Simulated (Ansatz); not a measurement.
# (CaS)1(AgCl)2 [001] superlattice, started as rocksalt type: phonons and vibrational spectra, part 2 of 3

Task: relax (CaS)1(AgCl)2 [001] superlattice, started as rocksalt type, then find its harmonic phonons.

Ansatz 0.2.0; DFT LDA, scalar-relativistic, plane waves, PAW.

So far. Step 3 (Relaxation): Little changed from the start: no atom moved by 0.005 Å and no cell edge by 0.1 %. The relaxed cell has a = 3.916, c = 15.608 Å (conventional setting).

The structure was built from a prototype and need not be the compound's stable phase.

## (4) Tight relaxation

Phonons need a cell at rest on their own settings, so the relaxation is repeated with tight tolerances on forces and stress, using the mesh and the filling of the phonon run that follows.

Contents of input.yaml:

```yaml
crystal:
  lattice:
    - [2.7690140707, 2.7690140707, 0.0]
    - [-2.7690140707, 2.7690140707, 0.0]
    - [2.7690140707, 0.0, 7.804130586]
  atoms:
    - { symbol: Ag, position: [0.3436653292, 0.6563346708, 0.3126693417] }
    - { symbol: Ag, position: [0.6563346708, 0.3436653292, 0.6873306583] }
    - { symbol: Ca, position: [0.0, 0.0, 0.0] }
    - { symbol: Cl, position: [0.82305158, 0.17694842, 0.3538968401] }
    - { symbol: Cl, position: [0.17694842, 0.82305158, 0.6461031599] }
    - { symbol: S, position: [0.5, 0.5, 0.0] }
kpoints:
  mp_grid: { grid: [8, 8, 8] }
hamiltonian:
  xc: lda
scf:
  occupations: { method: fixed }
output:
  forces: true
  stress: true
  eigenvalues: true
  write_density: true
  write_potential: true
  elf: true
  volumetric_format: npy
relax:
  adjacent_minimum: "off"
  f_tol: 0.001
  max_steps: 60
  cell: { stress_tol: 0.01 }
```

Command:

```bash
ansatz run input.yaml --threads 4 --pin off --max-ram 14336MiB --backend cpu --events-out ev --progress --plain --runs-dir out
```

Numbers of over 12 decimals in the logs are rounded to 6 here.

The log of the run:

```text
[...]
Crystal: 6 atoms, lattice volume = 119.675 Å³
Basis set: ecut = 420 eV, 2351 PW (Γ)
Bands: 41, of which v1, the nominal top of the filled ones, is band 34 counted from 1 (33 counted from 0)
Symmetry: 16 space group operations
[...]
k-points: 59 of 512
[...]
- [-2.7690140707, 2.7690140707, 0.0]
    - [2.7690140707, 0.0, 7.804130586]
  atoms:
    - { symbol: Ag, position: [0.34366532915, 0.65633467085, 0.312669] }
    - { symbol: Ag, position: [0.65633467085, 0.34366532915, 0.6873306583] }
    - { symbol: Ca, position: [0.0, 0.0, 0.0] }
    - { symbol: Cl, position: [0.82305157995, 0.17694842005, 0.3538968401] }
    - { symbol: Cl, position: [0.176948, 0.82305157995, 0.6461031599] }
    - { symbol: S, position: [0.5, 0.5, 0.0] }
[key lines of the parts left out:]
SCF converged after 6 iterations
Free energy (F): -19652.919373 eV
Fermi energy:    8.920457 eV
P = ⅓ Tr σ = -0.0034 GPa (-0.034 kbar)
```

The job ended after 7 s (4 threads of Intel Xeon Platinum 8375C at 2.90GHz (Ice Lake), shared host; peak memory 0.64 GiB; 26 s of CPU time).

Little changed from the start: no atom moved by 0.005 Å and no cell edge by 0.1 %.

This step gave:

| Quantity | Value |
| --- | --- |
| pressure | -0.003394 GPa |
| gap on the k-mesh | 1.125 eV |

ELF in the ab plane of the cell as run, not the conventional one, at fractional z = 0.000, with atoms of Ca and S within 0.2 Å of it. It is the smooth field of the valence electrons, not physical close to the nuclei.

Values, 14 rows by 14 columns, each cell a mean:
```
0.81 0.85 0.82 0.51 0.11 0.09 0.17 0.21 0.15 0.07 0.18 0.64 0.85 0.83
0.85 0.85 0.71 0.30 0.11 0.28 0.49 0.55 0.45 0.20 0.12 0.42 0.79 0.85
0.70 0.61 0.32 0.15 0.33 0.66 0.78 0.80 0.77 0.57 0.24 0.17 0.42 0.64
0.23 0.16 0.13 0.33 0.68 0.84 0.87 0.87 0.87 0.81 0.59 0.24 0.12 0.18
0.05 0.08 0.31 0.66 0.84 0.87 0.82 0.78 0.83 0.87 0.81 0.57 0.20 0.07
0.07 0.20 0.58 0.81 0.87 0.77 0.47 0.30 0.55 0.83 0.87 0.77 0.45 0.15
0.10 0.28 0.66 0.84 0.86 0.66 0.18 0.03 0.30 0.78 0.87 0.80 0.55 0.21
0.08 0.23 0.61 0.82 0.87 0.74 0.36 0.18 0.47 0.82 0.87 0.78 0.49 0.17
0.05 0.11 0.41 0.74 0.86 0.85 0.74 0.66 0.77 0.87 0.84 0.66 0.28 0.09
0.13 0.10 0.15 0.43 0.75 0.86 0.87 0.86 0.87 0.84 0.68 0.33 0.11 0.11
0.58 0.47 0.22 0.16 0.43 0.74 0.82 0.84 0.81 0.66 0.33 0.15 0.30 0.51
0.83 0.81 0.60 0.22 0.15 0.41 0.61 0.66 0.58 0.31 0.13 0.32 0.71 0.82
0.83 0.85 0.81 0.47 0.10 0.11 0.23 0.28 0.20 0.08 0.16 0.61 0.85 0.85
0.76 0.83 0.83 0.58 0.13 0.05 0.08 0.10 0.07 0.05 0.23 0.70 0.85 0.81
```
Columns run along a (3.9 Å), rows up along b (3.9 Å). Atoms in or near the plane, at fractional coordinates: Ca at (0.00, 0.00), S at (0.50, 0.50).

Electrostatic potential energy in the ab plane of the cell as run, not the conventional one, at fractional z = 0.000, with atoms of Ca and S within 0.2 Å of it. With pseudopotentials it is smooth inside the atoms' cores, unlike the true potential.

Ten even steps from '0' (-52 eV) to '9' (12 eV), each cell a mean:
```
00479999998620
13689999999752
66899999999876
88999887899998
99998644579999
99997434358999
99996345447999
99997444348999
99998543468999
89999876789999
77899999999987
34689999999864
01479999998630
00378999998610
```
Columns run along a (3.9 Å; values clipped at the 3rd and 97th percentile), rows up along b (3.9 Å). Atoms in or near the plane, at fractional coordinates: Ca at (0.00, 0.00), S at (0.50, 0.50).

Valence density in the ab plane of the cell as run, not the conventional one, at fractional z = 0.000, with atoms of Ca and S within 0.2 Å of it. It is the smooth field of the valence electrons, not physical close to the nuclei.

Values in e/Å³, 14 rows by 14 columns, each cell a mean:
```
5.9 4.7 2.2 0.6 0.2 0.1 0.1 0.1 0.1 0.1 0.2 1.0 3.0 5.2
3.6 2.7 1.2 0.4 0.2 0.1 0.2 0.2 0.1 0.1 0.2 0.6 1.7 3.0
1.1 0.9 0.4 0.2 0.2 0.3 0.3 0.4 0.3 0.3 0.2 0.3 0.6 1.0
0.3 0.2 0.2 0.2 0.4 0.5 0.7 0.7 0.7 0.5 0.3 0.2 0.2 0.2
0.1 0.1 0.2 0.3 0.6 0.9 1.1 1.1 1.1 0.8 0.5 0.3 0.1 0.1
0.1 0.1 0.2 0.4 0.8 1.1 1.0 0.8 1.0 1.1 0.7 0.3 0.1 0.1
0.1 0.1 0.2 0.4 0.9 1.1 0.6 0.2 0.8 1.1 0.7 0.4 0.2 0.1
0.1 0.1 0.2 0.4 0.8 1.1 0.9 0.6 1.0 1.1 0.7 0.3 0.2 0.1
0.1 0.1 0.2 0.3 0.6 1.0 1.1 1.1 1.1 0.9 0.5 0.3 0.1 0.1
0.2 0.2 0.2 0.2 0.4 0.6 0.8 0.9 0.8 0.6 0.4 0.2 0.2 0.2
0.8 0.6 0.3 0.2 0.2 0.3 0.4 0.4 0.4 0.3 0.2 0.2 0.4 0.6
2.6 2.0 0.9 0.3 0.2 0.2 0.2 0.2 0.2 0.2 0.2 0.4 1.2 2.2
5.5 4.3 2.0 0.6 0.2 0.1 0.1 0.1 0.1 0.1 0.2 0.9 2.7 4.7
6.7 5.5 2.6 0.8 0.2 0.1 0.1 0.1 0.1 0.1 0.3 1.1 3.6 5.9
```
Columns run along a (3.9 Å), rows up along b (3.9 Å). Atoms in or near the plane, at fractional coordinates: Ca at (0.00, 0.00), S at (0.50, 0.50).

The largest force component left is 0.80 meV/Å and the pressure is -0.003 GPa, within the tolerances set. The cell now holds 19.95 Å³/atom.

## (5) Linear response at the zone centre

The zone centre is the only wavevector solved here; it holds the modes that light can see, as far as symmetry allows. The response to a homogeneous field gives the Born charges and the dielectric tensor, and its change with displacement the Raman tensors.

Edit input.yaml of step 4 so:

```diff
@@ -19,13 +19,7 @@
 output:
-  forces: true
-  stress: true
   eigenvalues: true
-  write_density: true
-  write_potential: true
-  elf: true
-  volumetric_format: npy
-relax:
-  adjacent_minimum: "off"
-  f_tol: 0.001
-  max_steps: 60
-  cell: { stress_tol: 0.01 }
+phonons:
+  method: dfpt
+  dielectric: true
+  rigid_motions: translations
+  raman: true
```

The log of the run:

```text
Warning: crystal.symmetry: narrowed to the stabiliser of the run's FFT grids — unitary ops 16 → 4. A phonons.method: dfpt run fills in the rows of the dynamical matrix that it does not solve by its symmetry operations, which is exact only for operations that map its FFT grids onto themselves: filled in by any other, the frequencies could depend on the order in which like atoms are typed, or, by more than the grids' own error, on where the crystal sits among the grids' points. Excluded: 12 operations. The run can therefore solve more perturbations, solve them on more k-points, or both, and cost more. [rest of the remark cut]
[...]
Crystal: 6 atoms, lattice volume = 119.675 Å³
Basis set: ecut = 420 eV, 2351 PW (Γ), exchange–correlation on 54×54×120 points (8 copies of the dense FFT grid, shifted against one another)
Bands: 41, of which v1, the nominal top of the filled ones, is band 34 counted from 1 (33 counted from 0)
Symmetry: 16 space group operations
k-points: 260 of 512 (irreducible under 1 space group operation, time reversal used)
[...]
SCF iter   1: F=—  HF=-19652.954211 eV  |F-HF|=—  |Δ(HF+E_count)|=         —  Δρ=1.02e-2  dr2=1.12e-1  ethr=1.77e-3  ⟨swp⟩=5.3  Hψ=37039  notcnv=0  defer=1133
[...]
SCF iter   9: F=-19652.919375 eV  HF=-19652.919375 eV  |F-HF|=2.55e-11  |Δ(HF+E_count)|=  3.64e-11  Δρ=1.66e-7  dr2=4.45e-11  ethr=1.00e-12  ⟨swp⟩=15.0  Hψ=72043  notcnv=0
SCF 1 converged in 9 iterations: F = -19652.919375 eV  dr2 = 4.45e-11
[...]
NSCF: frozen V_eff on 3 k-points
DFPT response loops at Γ: preconditioner auto → Resta (q_TF=auto, 2.483 Å⁻¹)  ε∞=7.3 (no band partly filled); β = 1.00, the filter's whole step (`scf.mixing.beta` (0.50) is not read by the response loops at its default; to damp them type it under 1.00, their step now; it binds the ground state too); Broyden in place of MSR1
── the response to a field inside a basis, on 8×8×8 k-points: an SCF that follows is theirs, and a resumed run solves both again ──
Bands: 35, of which v1, the nominal top of the filled ones, is band 34 counted from 1 (33 counted from 0)
k-points: 144
[...]
Eigensolver: Dense (144 Hₖ)
SCF iter   1: F=—  HF=-19652.866265 eV  |F-HF|=—  |Δ(HF+E_count)|=         —  Δρ=2.90e-4  dr2=2.03e-5  ethr=1.00e-1
[...]
SCF iter   6: F=-19652.866272 eV  HF=-19652.866272 eV  |F-HF|=2.91e-11  |Δ(HF+E_count)|=  3.49e-10  Δρ=3.00e-7  dr2=9.16e-11  ethr=4.16e-12
SCF 1 converged in 6 iterations: F = -19652.866272 eV  dr2 = 9.16e-11
[...]
SCF converged after 9 iterations
Free energy (F): -19652.919375 eV
[...]
Internal energy: -19652.919375 eV  (E = F + TS)
E sigma→0 (E₀):  -19652.919375 eV
Fermi energy:    8.920456 eV
[...]
--- Band table (eV; the first three rows and the last of 260) ---
  k-point 0: bands = [... 30 lower, 6.5745, 7.3863, 8.0797, 8.0797, 10.0456, 10.9434, 12.5308, 13.1332, ... 3 higher]
  k-point 1: bands = [... 30 lower, 6.5461, 7.3938, 8.0963, 8.0963, 10.2453, 10.9434, 12.3988, 13.1333, ... 3 higher]
  k-point 2: bands = [... 30 lower, 6.4713, 7.4073, 8.1357, 8.1357, 10.7024, 10.9434, 12.1975, 13.1333, ... 3 higher]
  k-point 259: bands = [... 30 lower, 6.6174, 7.3135, 7.4688, 7.5953, 11.3466, 12.2010, 12.3106, 13.1453, ... 3 higher]
--- Phonons (Γ-DFPT): 12 representative perturbations + reference, on 260 of 512 k-points (Σ response iterations 40) ---
  ASR residual: 1.886e-4 → 0.000e0 eV/Å²; symmetrization residual: 1.199e-5 eV/Å²
  The last average, over the group as it would stand without the narrowing to the FFT grids, took up to 3.339e-6 eV/Å² of the zone centre's force constants
  ASR residual per site (eV/Å²): 3.59e-5 3.59e-5 8.17e-5 1.56e-4 1.56e-4 1.89e-4
  Γ frequencies (cm⁻¹): 0.00 0.00 0.00 27.16 27.16 36.66 36.66 102.93 102.93 121.62 129.93 142.64 142.64 198.29 220.88 250.69 250.69 308.99
  ε∞ (high-frequency dielectric tensor):
        5.528928     0.000000     0.000000
        0.000000     5.528928     0.000000
        0.000000     0.000000     6.050470
  ε⁰ (static dielectric tensor: ions relaxed, cell fixed):
       20.154598    -0.000000    -0.000000
       -0.000000    20.154598     0.000000
       -0.000000     0.000000     9.402543
  ε⁰ − ε∞ (ionic part):
       14.625671    -0.000000    -0.000000
       -0.000000    14.625671     0.000000
       -0.000000     0.000000     3.352073
  softest optical mode at Γ: 27.16 cm⁻¹; the repairs (sum rule, projections) moved no ω² at Γ by more than (1.99 cm⁻¹)²
  Born effective charges Z* (e; rows j = field, columns β = displacement):
    site 0:
         1.31580    0.00000   -0.00000
         0.00000    1.31580    0.00000
         0.00000    0.00000    1.21169
    site 1:
         1.31580    0.00000    0.00000
         0.00000    1.31580    0.00000
        -0.00000    0.00000    1.21169
    site 2:
         2.60742    0.00000    0.00000
         0.00000    2.60742    0.00000
         0.00000    0.00000    2.10171
    site 3:
        -1.51772   -0.00000    0.00000
        -0.00000   -1.51772    0.00000
        -0.00000    0.00000   -1.72111
    site 4:
        -1.51772   -0.00000   -0.00000
        -0.00000   -1.51772    0.00000
         0.00000    0.00000   -1.72111
    site 5:
        -2.20358   -0.00000    0.00000
         0.00000   -2.20358    0.00000
         0.00000    0.00000   -1.08287
  Z* charge neutrality: 7.684e-3 e pre-enforcement
  solved inside a basis spanned on kpoints, on 8×8×8 k-points transformed towards the longest dipole: ε∞ is read to err by 1.9e-2, Z* by 2.2e-2 e (field_mesh: kpoints solves on kpoints); Z* is corrected for what the basis lacks
  Raman tensors (in the event stream and the table raman_tensors.tsv): an entry may err by 1.9e-1 Å², one of the second-order susceptibility by 8.5e-19 pm/V (basis, points and sum rule); their sum over the sites missed zero by 6.661e-16 Å² ahead of its enforcement
  optical modes at Γ without the LO–TO term, one row a degenerate level:
      ω (cm⁻¹)  modes    IR ((D/Å)²/amu)  static Raman (Å⁴/amu)  depolarisation
         27.16      2             0.4479                 0.0000               —
         36.66      2             0.0000                 3.0386           0.750
        102.93      2             8.7488                 0.0000               —
        121.62      1             0.0000                 0.3895           0.299
        129.93      1             0.0046                 0.0000               —
        142.64      2             0.0000                 5.8350           0.750
        198.29      1             7.0484                 0.0000               —
        220.88      1             0.0000                68.4503           0.634
        250.69      2            13.0966                 0.0000               —
        308.99      1             0.8171                 0.0000               —
  optical modes at Γ + LO–TO along q̂ = [1.0000, 0.0000, 0.0000]:
      ω (cm⁻¹)  modes    IR ((D/Å)²/amu)  static Raman (Å⁴/amu)  depolarisation
         27.16      1             0.2240                 0.0000               —
         31.54      1             0.0280                 0.0000               —
         36.66      2             0.0000                 3.0386           0.750
        102.93      1             4.3744                 0.0000               —
        121.62      1             0.0000                 0.3895           0.299
        129.93      1             0.0046                 0.0000               —
        142.34      1             1.8866                 0.0000               —
        142.64      2             0.0000                 5.8350           0.750
        198.29      1             7.0484                 0.0000               —
        220.88      1             0.0000                68.4503           0.634
        250.69      1             6.5483                 0.0000               —
        298.08      1             9.2321                 0.0000               —
        308.99      1             0.8171                 0.0000               —
  optical modes at Γ + LO–TO along q̂ = [0.0000, 1.0000, 0.0000]:
      ω (cm⁻¹)  modes    IR ((D/Å)²/amu)  static Raman (Å⁴/amu)  depolarisation
         27.16      1             0.2240                 0.0000               —
         31.54      1             0.0280                 0.0000               —
         36.66      2             0.0000                 3.0386           0.750
        102.93      1             4.3744                 0.0000               —
        121.62      1             0.0000                 0.3895           0.299
        129.93      1             0.0046                 0.0000               —
        142.34      1             1.8866                 0.0000               —
        142.64      2             0.0000                 5.8350           0.750
        198.29      1             7.0484                 0.0000               —
        220.88      1             0.0000                68.4503           0.634
        250.69      1             6.5483                 0.0000               —
        298.08      1             9.2321                 0.0000               —
        308.99      1             0.8171                 0.0000               —
  optical modes at Γ + LO–TO along q̂ = [0.0000, 0.0000, 1.0000]:
      ω (cm⁻¹)  modes    IR ((D/Å)²/amu)  static Raman (Å⁴/amu)  depolarisation
         27.16      2             0.4479                 0.0000               —
         36.66      2             0.0000                 3.0386           0.750
        102.93      2             8.7488                 0.0000               —
        121.62      1             0.0000                 0.3895           0.299
        129.95      1             0.0012                 0.0000               —
        142.64      2             0.0000                 5.8350           0.750
        220.88      1             0.0000                68.4503           0.634
        242.51      1             6.0128                 0.0000               —
        250.69      2            13.0966                 0.0000               —
        314.90      1             1.8562                 0.0000               —
```

Wall time 15 min (4 threads); peak memory 5 GiB.

Numbers from this step:

```
sum-rule residual before enforcement                    : 1.89e-4 eV/Å²
miss of the charge sum rule                             : 0.007684 e
estimated error of the dielectric tensor                : 0.01925
estimated error of the Born charges                     : 0.02197 e
point group                                             : 4/mmm
highest optical mode at the zone centre (no LO-TO term) : 309.0 cm⁻¹
lowest optical zone-centre mode                         : 27.16 cm⁻¹
mean high-frequency dielectric constant                 : 5.703
largest Born charge (third of the trace)                : 2.439 e
mean static dielectric constant                         : 16.57
top of the zone-centre spectrum with the field          : 314.9 cm⁻¹
```

Without the LO-TO term. Patterns of degenerate modes are one choice out of their space. The modes at Γ (shares of kinetic energy by element, %):

```
mode  frequency (cm⁻¹)  symmetry  Ag %  Ca %  Cl %  S %
   1               0.0  acoustic    60    11    20    9
   2               0.0  acoustic    60    11    20    9
   3               0.0  acoustic    60    11    20    9
   4              27.2        Eu    29    38     1   32
   5              27.2        Eu    29    38     1   32
   6              36.7        Eg    95     0     5    0
   7              36.7        Eg    95     0     5    0
   8             102.9        Eu    11     8    79    2
   9             102.9        Eu    11     8    79    2
  10             121.6       A1g    95     0     5    0
  11             129.9       A2u    28    52    19    1
  12             142.6        Eg     5     0    95    0
  13             142.6        Eg     5     0    95    0
  14             198.3       A2u     4    37    59    0
  15             220.9       A1g     5     0    95    0
  16             250.7        Eu     0    43     0   57
  17             250.7        Eu     0    43     0   57
  18             309.0       A2u     8     0     2   90
```

Displacements in mode 4 (27.2 cm⁻¹), the largest set to 1:
```
Ag1 -0.37 -0.03  0.00
Ag2 -0.37 -0.03  0.00
Ca3  0.98  0.08  0.00
Cl4  0.12  0.01  0.00
Cl5  0.12  0.01  0.00
S6   1.00  0.08  0.00
```

Displacements in mode 13 (142.6 cm⁻¹), the largest set to 1:
```
Ag1  0.12  0.00  0.00
Ag2 -0.12  0.00  0.00
Ca3  0.00  0.00  0.00
Cl4 -1.00 -0.02  0.00
Cl5  1.00  0.02  0.00
S6   0.00  0.00  0.00
```

Optical modes at the zone centre, without and with the macroscopic field of the longitudinal modes; each column is sorted by frequency, so a row need not hold one and the same mode. Modes with and without the field, by row:

| rank among optical modes | no field (cm⁻¹) | q along (1, 0, 0) (cm⁻¹) | q along (0, 0, 1) (cm⁻¹) |
| --- | --- | --- | --- |
| 1 | 27.2 | 27.2 | 27.2 |
| 2 | 27.2 | 31.5 | 27.2 |
| 3 | 36.7 | 36.7 | 36.7 |
| 4 | 36.7 | 36.7 | 36.7 |
| 5 | 102.9 | 102.9 | 102.9 |
| 6 | 102.9 | 121.6 | 102.9 |
| 7 | 121.6 | 129.9 | 121.6 |
| 8 | 129.9 | 142.3 | 129.9 |
| 9 | 142.6 | 142.6 | 142.6 |
| 10 | 142.6 | 142.6 | 142.6 |
| 11 | 198.3 | 198.3 | 220.9 |
| 12 | 220.9 | 220.9 | 242.5 |
| 13 | 250.7 | 250.7 | 250.7 |
| 14 | 250.7 | 298.1 | 250.7 |
| 15 | 309 | 309 | 314.9 |

Born charge (rows field, columns displacement) (e), principal values of the symmetric part by kind of site:

```
atom  atoms with these values    low  middle   high   mean
 Ag1                        2   1.21    1.32   1.32   1.28
 Ca3                        1   2.10    2.61   2.61   2.44
 Cl4                        2  -1.72   -1.52  -1.52  -1.59
  S6                        1  -2.20   -2.20  -1.08  -1.83
```

In full for Ca3:

```
2.61 0.00 0.00
0.00 2.61 0.00
0.00 0.00 2.10
```

High-frequency dielectric tensor:

```
5.53 0.00 0.00
0.00 5.53 0.00
0.00 0.00 6.05
```

[end of part 2 of 3]

[Logs are printed without paths, hosts, clocks, repeated set-up lines and the standing remarks that a program may print on its own settings, such as how far it seeks lower states.]

[Hosts, paths, dates, database ids (printed as entryN), source tags and the programs' standing remarks are cut or masked in the printed files.]
